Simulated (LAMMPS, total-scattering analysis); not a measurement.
**Worked example: from partials to totals in Cu26Ni46Pd28**

A simulated model of Cu26Ni46Pd28 at 1990 K, zero pressure, from classical molecular dynamics (LAMMPS) with the EAM universal-3 functions (Foiles, Baskes and Daw, Phys. Rev. B 33, 7983 (1986)). The average runs over 8.0 ps of 1000 atoms. It is a liquid; how it was made: 1000 atoms placed at random at 8.79 g/cm^3, melted at 2470 K for 8 ps, cooled at 100 K/ps. Whether this temperature lies above the real melting point isn't tested here; fast cooling can keep a melt undercooled. Atom fractions Cu 0.2600, Ni 0.4620, Pd 0.2780; masses Cu 63.546, Ni 58.693, Pd 106.420 u; density 8.3777 g/cm³; coherent lengths Cu 7.718, Ni 10.3, Pd 5.91 fm. Faber–Ziman partials at a few Q:

| Q (Å⁻¹) | S Ni–Ni | S Ni–Pd | S Cu–Ni | S Cu–Pd | S Pd–Pd | S Cu–Cu |
| --- | --- | --- | --- | --- | --- | --- |
| 2.90 | 2.210 | 2.429 | 2.220 | 2.348 | 2.131 | 2.123 |
| 4.30 | 0.658 | 0.659 | 0.687 | 0.692 | 0.932 | 0.722 |
| 5.50 | 1.235 | 1.229 | 1.199 | 1.207 | 1.083 | 1.154 |

**Tasks.** (a) The number density. (b) The neutron weights. (c) The neutron S(Q) at the listed Q.

(a) The mean mass is 0.2600×63.546 + 0.4620×58.693 + 0.2780×106.420 = 73.223 u, so ρ₀ = 8.3777/(73.223 × 1.66054) = 0.06890 Å⁻³.

(b) ⟨b⟩ = 0.2600×7.718 + 0.4620×10.3 + 0.2780×5.91 = 8.408 fm. The weight of a pair is ci cj bi bj (2 − δij)/⟨b⟩²: Ni–Ni 0.320, Ni–Pd 0.221, Cu–Ni 0.270, Cu–Pd 0.093, Pd–Pd 0.038, Cu–Cu 0.057; they sum to 1.000.

(c) S = 1 + Σ w (Sij − 1). At 2.90 Å⁻¹: 1 + 0.388 + 0.316 + 0.330 + 0.126 + 0.043 + 0.064 = 2.267; Ni–Ni pushes up most. At 4.30 Å⁻¹: 1 − 0.110 − 0.075 − 0.085 − 0.029 − 0.003 − 0.016 = 0.682; Ni–Ni pulls down most. At 5.50 Å⁻¹: 1 + 0.075 + 0.051 + 0.054 + 0.019 + 0.003 + 0.009 = 1.211; Ni–Ni pushes up most.
